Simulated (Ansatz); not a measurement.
# SnO2 (Pnnm): the gap up the ladder of methods, part 2 of 2

Wanted: a ladder of band gaps for SnO2 (Pnnm), from density functionals to G0W0.

Ansatz 0.2.0; density functionals, hybrids and G0W0, plane waves, PAW. Known limits of the many-body steps: finite bands, screening cutoff and k mesh; no spin-orbit coupling in G0W0.

So far. Step 5 (HSE06 on the 4×4×4 mesh): Over mesh and listed points the gap is 2.426 eV, direct, at k = Γ. HSE06 against LDA: 2.426 − 0.675 = +1.751 eV. The runs also differ in mesh (6×6×8 and 4×4×4), and the valence top lies at another k point, so how much of this comes from the functional alone is not known. Step 6 (PBE0 on the 4×4×4 mesh): Over mesh and listed points the gap is 3.137 eV, direct, at k = Γ.

In doubt: masses and optical values from hybrid runs of this build are listed as unsure (steps 8, 9), which bears on the screening that GW takes from such a start.

## (7) G0W0@LDA, 4×4×6 mesh, 598 empty bands, screening to 230 eV, PAW set soft_1 files

G0W0 replaces the xc potential by a self-energy built once from the orbitals of the start. Levels are corrected in the window of bands that the input names, at points of the mesh.

This step: G0W0 on LDA, plane waves, PAW; PAW set soft_1.

Input file input.yaml:

```yaml
crystal:
  lattice:
    - [4.788004, 0.0, 0.0]
    - [0.0, 4.866582, 0.0]
    - [0.0, 0.0, 3.240898]
  atoms:
    - { symbol: Sn, position: [0.5, 0.5, 0.5] }
    - { symbol: Sn, position: [0.0, 0.0, 0.0] }
    - { symbol: O, position: [0.291855, 0.321042, 0.0] }
    - { symbol: O, position: [0.791855, 0.178958, 0.5] }
    - { symbol: O, position: [0.208145, 0.821042, 0.5] }
    - { symbol: O, position: [0.708145, 0.678958, 0.0] }
kpoints:
  mp_grid: { grid: [4, 4, 6] }
hamiltonian:
  xc: lda
  pseudopotentials: { kind: paw, azcp: { folder: soft_1 }, xc_functional: pbe }
scf:
  occupations: { method: fixed }
gw:
  n_empty_bands: 598
  ecut_chi: 230.0
  qp_bands: [v2, c2]
  qp_kpoints: band_edges
  screening: { model: contour_deformation }
```

The run is started by

```console
$ ansatz run input.yaml --threads 2 --pin off --max-ram 92160MiB --backend cuda --events-out ev --progress --plain --runs-dir out --devices 1 --max-vram 13GiB
```

Numbers of over 12 decimals in the logs are rounded to 6 here.

Log:

```text
GPUs: using 1 of 1 available (devices: 1).
[...]
GPU FFT provider: cuFFT
GPU libraries: cuBLAS 13.8.2, cuFFT 12.4.0, cuSOLVER 12.3.4
Crystal: 6 atoms, lattice volume = 75.517 Å³
Basis set: ecut = 420 eV, 1479 PW (Γ)
Bands: 32, of which v1, the nominal top of the filled ones, is band 26 counted from 1 (25 counted from 0)
Symmetry: 8 space group operations
[...]
k-points: 36 of 96
[...]
1    28     14.2511   -13.5293    -5.2116   -19.8787  0.7552    15.4354    15.3890  root
[...]
35    25      7.6328   -26.4266     5.2635   -20.3367  0.7117     6.7797     6.8064  root
    35    26      7.6328   -26.4266     5.2635   -20.3367  0.7117     6.7797     6.8064  root
    35    27     12.5262   -13.6041    -4.5228   -19.1493  0.7838    13.5880    13.5486  root
    35    28     12.5262   -13.6041    -4.5228   -19.1493  0.7838    13.5880    13.5486  root
[key lines of the parts left out:]
SCF converged after 7 iterations
Free energy (F): -13980.355595 eV
Fermi energy:    8.285784 eV
```

Wall time 72 s (1 × NVIDIA H100 80GB HBM3 (shared by 6 runs) with 2 threads of AMD EPYC 7R13 (Zen 3), shared host); peak memory 4 GiB; 2.1 min of CPU time.

Numbers from this step:

```yaml
bands_summed: 624
rpa_eps_infinity_on_this_mesh_eigenvalues: 5.140, 5.409, 5.435
plane_waves_in_the_screening_matrix: 583
g0w0_gap_over_the_corrected_points: 1.950 eV
k_of_the_valence_top: 0, 0, 0
k_of_the_conduction_bottom: 0, 0, 0
starting_gap_on_the_mesh: 0.6854 eV
z_at_the_valence_top: 0.7269
z_at_the_conduction_bottom: 0.7902
least_direct_g0w0_gap_over_the_corrected_points: 1.950 eV
```

Over 14 of 36 irreducible mesh points the G0W0 gap is 1.950 eV, direct, at k = Γ. The LDA gap of this run on the mesh is 0.685 eV. The two states that bound the G0W0 gap lie that far apart at the start, so the correction of the gap is 1.950 − 0.685 = +1.265 eV.

## (8) G0W0@HSE06, 4×4×6 mesh, 277 empty bands, screening to 138 eV, PAW set soft_1 files

This step: G0W0 on HSE06, plane waves, PAW; PAW set soft_1.

Edit input.yaml of step 7 so:

```diff
@@ -15,4 +15,4 @@
 hamiltonian:
-  xc: lda
-  pseudopotentials: { kind: paw, azcp: { folder: soft_1 }, xc_functional: pbe }
+  xc: hse06
+  pseudopotentials: { kind: paw, azcp: { folder: soft_1 } }
 scf:
@@ -20,4 +20,4 @@
 gw:
-  n_empty_bands: 598
-  ecut_chi: 230.0
+  n_empty_bands: 277
+  ecut_chi: 138
   qp_bands: [v2, c2]
```

Log:

```text
GPUs: using 1 of 1 available (devices: 1).
[...]
GPU FFT provider: cuFFT
GPU libraries: cuBLAS 13.8.2, cuFFT 12.4.0, cuSOLVER 12.3.4
Crystal: 6 atoms, lattice volume = 75.517 Å³
Basis set: ecut = 420 eV, 1479 PW (Γ)
Bands: 32, of which v1, the nominal top of the filled ones, is band 26 counted from 1 (25 counted from 0)
Symmetry: 8 space group operations
[...]
k-points: 36 of 96
[...]
1    27     11.3194   -14.8816    -3.2095   -18.7997  0.8338    12.0311    12.0281  root
     1    28     15.6309   -12.6646    -4.4736   -17.8988  0.8168    16.3978    16.3915  root
[...]
35    25      6.6218   -26.5435     4.8342   -21.6700  0.7736     6.5825     6.5825  root
    35    26      6.6218   -26.5435     4.8342   -21.6700  0.7736     6.5825     6.5825  root
    35    27     13.7032   -12.7587    -4.0389   -17.5222  0.8350    14.4319    14.4279  root
    35    28     13.7032   -12.7587    -4.0389   -17.5222  0.8350    14.4319    14.4279  root
[key lines of the parts left out:]
Free energy (F): -14325.576321 eV
Fermi energy:    7.372621 eV
```

It took 2 min on 1 × NVIDIA H100 80GB HBM3 (shared by 6 runs) with 2 threads; peak memory 2.2 GiB.

This step gave:

| Item | Value |
| --- | --- |
| bands summed | 303 |
| RPA ε∞ on this mesh (eigenvalues) | 3.518, 3.547, 3.842 |
| plane waves in the screening matrix | 275 |
| G0W0 gap over the corrected points | 2.958 eV |
| k of the valence top | 0, 0, 0 |
| k of the conduction bottom | 0, 0, 0 |
| starting gap on the mesh | 2.425 eV |
| Z at the valence top | 0.7788 |
| Z at the conduction bottom | 0.8465 |
| least direct G0W0 gap over the corrected points | 2.958 eV |

Over 15 of 36 irreducible mesh points the G0W0 gap is 2.958 eV, direct, at k = Γ. The HSE06 gap of this run on the mesh is 2.425 eV. The two states that bound the G0W0 gap lie that far apart at the start, so the correction of the gap is 2.958 − 2.425 = +0.533 eV. G0W0@HSE06 against G0W0@LDA with 303 bands (a further run, in the table below): 2.958 − 1.930 = +1.028 eV, with the same mesh, files and cutoffs, and both edges at the same k points.

## (9) G0W0@PBE0, 4×4×6 mesh, 277 empty bands, screening to 138 eV, PAW set soft_1 files

This step: G0W0 on PBE0, plane waves, PAW; PAW set soft_1.

Edit input.yaml of step 8 so:

```diff
@@ -15,3 +15,3 @@
 hamiltonian:
-  xc: hse06
+  xc: pbe0
   pseudopotentials: { kind: paw, azcp: { folder: soft_1 } }
```

Log:

```text
GPUs: using 1 of 1 available (devices: 1).
[...]
GPU FFT provider: cuFFT
GPU libraries: cuBLAS 13.8.2, cuFFT 12.4.0, cuSOLVER 12.3.4
Crystal: 6 atoms, lattice volume = 75.517 Å³
Basis set: ecut = 420 eV, 1479 PW (Γ)
Bands: 32, of which v1, the nominal top of the filled ones, is band 26 counted from 1 (25 counted from 0)
Symmetry: 8 space group operations
[...]
k-points: 36 of 96
[...]
1    27     11.6570   -14.8341    -3.1565   -18.4370  0.8437    12.1044    12.1035  root
     1    28     16.0110   -12.6438    -4.3472   -17.4926  0.8288    16.5147    16.5126  root
[...]
35    25      6.2149   -26.5416     4.6716   -22.0822  0.7866     6.4267     6.4271  root
    35    26      6.2149   -26.5416     4.6716   -22.0822  0.7866     6.4267     6.4271  root
    35    27     14.0695   -12.7357    -3.9467   -17.1366  0.8447    14.5250    14.5238  root
    35    28     14.0695   -12.7357    -3.9467   -17.1366  0.8447    14.5250    14.5238  root
[key lines of the parts left out:]
Free energy (F): -14324.457828 eV
Fermi energy:    6.972060 eV
```

It took 78 s on 1 × NVIDIA H100 80GB HBM3 (shared by 6 runs) with 2 threads; peak memory 2.2 GiB; 76 s of CPU time.

Numbers from this step:

```yaml
bands_summed: 303
rpa_eps_infinity_on_this_mesh_eigenvalues: 3.314, 3.340, 3.630
plane_waves_in_the_screening_matrix: 275
g0w0_gap_over_the_corrected_points: 3.172 eV
k_of_the_valence_top: 0, 0, 0
k_of_the_conduction_bottom: 0, 0, 0
starting_gap_on_the_mesh: 3.130 eV
z_at_the_valence_top: 0.7910
z_at_the_conduction_bottom: 0.8556
least_direct_g0w0_gap_over_the_corrected_points: 3.172 eV
```

Over 16 of 36 irreducible mesh points the G0W0 gap is 3.172 eV, direct, at k = Γ. The PBE0 gap of this run on the mesh is 3.130 eV. The two states that bound the G0W0 gap lie that far apart at the start, so the correction of the gap is 3.172 − 3.130 = +0.042 eV. G0W0@PBE0 against G0W0@HSE06 with 303 bands: 3.172 − 2.958 = +0.214 eV, with the same mesh, files and cutoffs, and both edges at the same k points. The program's warnings for this run: coarse exchange mesh.

## (10) Gap and time by level

Each gap is the least one over the points named; times are wall times on shared hosts, not benchmarks. A G0W0 time includes the run's own self-consistent start. Runs with listed points see these and the mesh alone, so an edge that moves elsewhere is missed. Rows marked * are further runs, not shown as steps, whose inputs differ from the G0W0 step on the same start in the columns given; solver thresholds can differ too.

```csv
level,mesh,"files, cutoff","bands summed, screening",points,gap (eV),valence top,conduction bottom,least direct gap (eV),time
LDA,6×6×8,"soft_1 PAW, 420 eV",-,mesh and path,0.675,"(0.100, 0.000, 0.000)",Γ,0.686,6.3 s
LDA+SOC,6×6×8,"soft_1 PAW, 420 eV",-,mesh and listed points,0.681,"(0.100, 0.000, 0.000)",Γ,0.692,35 s
r2SCAN,6×6×8,"soft_1 PAW, 500 eV",-,mesh and listed points,1.412,Γ,Γ,1.412,12 s
HSE06,4×4×4,"soft_1 PAW, 420 eV",-,mesh and listed points,2.426,Γ,Γ,2.426,23 s
PBE0,4×4×4,"soft_1 PAW, 420 eV",-,mesh and listed points,3.137,Γ,Γ,3.137,28 s
G0W0@LDA*,4×4×6,"soft_1 PAW, 420 eV","124, 69 eV",14 of 36 irreducible mesh points,1.873,Γ,Γ,1.873,28 s
G0W0@LDA*,4×4×6,"soft_1 PAW, 420 eV","303, 138 eV",14 of 36 irreducible mesh points,1.930,Γ,Γ,1.930,88 s
G0W0@LDA,4×4×6,"soft_1 PAW, 420 eV","624, 230 eV",14 of 36 irreducible mesh points,1.950,Γ,Γ,1.950,72 s
G0W0@LDA*,4×4×4,"soft_1 PAW, 420 eV","303, 138 eV",15 of 27 irreducible mesh points,1.909,Γ,Γ,1.909,53 s
G0W0@HSE06,4×4×6,"soft_1 PAW, 420 eV","303, 138 eV",15 of 36 irreducible mesh points,2.958,Γ,Γ,2.958,2 min
G0W0@PBE0,4×4×6,"soft_1 PAW, 420 eV","303, 138 eV",16 of 36 irreducible mesh points,3.172,Γ,Γ,3.172,78 s
```

## (11) Summary of results

| Property | Result |
| --- | --- |
| LDA, over mesh and path | 0.675 eV |
| LDA+SOC, over mesh and listed points | 0.681 eV |
| r2SCAN, over mesh and listed points | 1.412 eV |
| HSE06, over mesh and listed points | 2.426 eV |
| PBE0, over mesh and listed points | 3.137 eV |
| G0W0@LDA (624 bands, 4×4×6), over 14 of 36 irreducible mesh points | 1.950 eV |
| G0W0@HSE06, over 15 of 36 irreducible mesh points | 2.958 eV |
| G0W0@PBE0, over 16 of 36 irreducible mesh points | 3.172 eV |
| known limits | finite bands, screening cutoff and k mesh; no spin-orbit coupling in G0W0 |

The rows run from 0.675 eV (LDA) to 3.172 eV (G0W0@PBE0). They differ in mesh, plane-wave cutoff, bands and screening cutoff of G0W0 and the points over which the gap was sought as well as in level, so only pairs that share these are like for like. LDA+SOC against LDA: 0.681 − 0.675 = +0.006 eV, with the same mesh, set of files (read in its fully relativistic form for the spin-orbit run) and cutoff, and both edges at the same k points. The spin-orbit run sees mesh and listed points alone, so its gap is an upper bound: the coupling can move an edge off these points, and the change over the zone, its sign included where it is small, is not known. PBE0 against HSE06: 3.137 − 2.426 = +0.711 eV, with the same mesh, files and cutoff, and both edges at the same k points. G0W0@HSE06 against G0W0@LDA with 303 bands: 2.958 − 1.930 = +1.028 eV, with the same mesh, files and cutoffs, and both edges at the same k points. G0W0@PBE0 against G0W0@HSE06 with 303 bands: 3.172 − 2.958 = +0.214 eV, with the same mesh, files and cutoffs, and both edges at the same k points. G0W0@LDA (624 bands, 4×4×6) moves the gap of its own start on the mesh by 1.950 − 0.685 = +1.265 eV, between the same two levels. Over mesh and path, LDA puts the valence top at k = (0.100, 0.000, 0.000), where no G0W0 correction was computed. The G0W0 gap over the whole zone is therefore not known from this run; at its settings it can only be equal to or under the 1.950 eV found, and no correction is carried over from another point. For the start itself the gap is 0.675 eV over mesh and path and 0.685 eV on the mesh of the G0W0 run, in runs that differ in mesh (6×6×8 and 4×4×6). G0W0@HSE06 moves the gap of its own start on the mesh by 2.958 − 2.425 = +0.533 eV, between the same two levels. Both edges that HSE06 shows over mesh and listed points lie at k points where levels were corrected. Levels at other points were not corrected, so a lower G0W0 gap elsewhere in the zone is not ruled out. G0W0@PBE0 moves the gap of its own start on the mesh by 3.172 − 3.130 = +0.042 eV, between the same two levels. Both edges that PBE0 shows over mesh and listed points lie at k points where levels were corrected. Levels at other points were not corrected, so a lower G0W0 gap elsewhere in the zone is not ruled out. What spin-orbit coupling does to the G0W0 levels was not computed, so no sum with the G0W0 gap is formed. For G0W0@LDA: from 124 bands and 69 eV to 624 bands and 230 eV the gap moves by 1.950 − 1.873 = +0.077 eV (rung by rung 1.873, 1.930, 1.950 eV); bands and screening cutoff rise together, so their parts are not told apart. A line in one over the bands through the two highest rungs gives 1.950 + (1.950 − 1.930) × 303 / (624 − 303) = 1.969 eV, and through the pair below 1.930 + (1.930 − 1.873) × 124 / (303 − 124) = 1.969 eV. The two agree within 0.03 eV and the same two states bound the gap in each rung, so 1.969 eV is taken as an estimate of the limit on this mesh. The other G0W0 rows are shown at one basis each (303 bands), so their distance from the limit is not known here. With the 4×4×4 mesh in place of the 4×4×6 mesh and all else as in the G0W0@LDA row with 303 bands, the gap differs by 1.909 − 1.930 = −0.021 eV, and that of the start by 0.684 − 0.685 = −0.001 eV. For G0W0@PBE0: the program's warnings for this run: coarse exchange mesh. The G0W0 runs are scalar-relativistic. G0W0@LDA runs of this series with other atomic data on the same mesh, not shown as steps, give 1.967 eV (hard PAW, 930 eV, 311 bands, screening to 138 eV; the table's row with the same empty bands and screening cutoff has 1.930 eV); where bands and cutoffs differ too, the part of the files is not isolated.

[Paths, hosts, dates, memory and timing lines, banners, echoed tables and standing remarks are left out of the program output.]

[Logs are printed without paths, hosts, clocks, repeated set-up lines and the standing remarks that a program may print on its own settings, such as how far it seeks lower states.]

[Runs of the session that timed out or met a known fault of the program may be left out.]

[Cells called generated may have been cut or substituted from an entry of the Crystallography Open Database or the Materials Project.]

[Hosts, paths, dates, database ids (printed as entryN), source tags and the programs' standing remarks are cut or masked in the printed files.]

[Where an RPA ε∞ is given, it is that of the G0W0 mesh and is not shown converged in it. Names of k-points follow the symmetry that the program found, which can be lower than the space group named. Band edges on a path are those of the sampled points; other points can move an edge, and change direct to indirect where valleys lie close.]

[Hybrid gaps are those of their k-mesh and are not shown converged in it.]
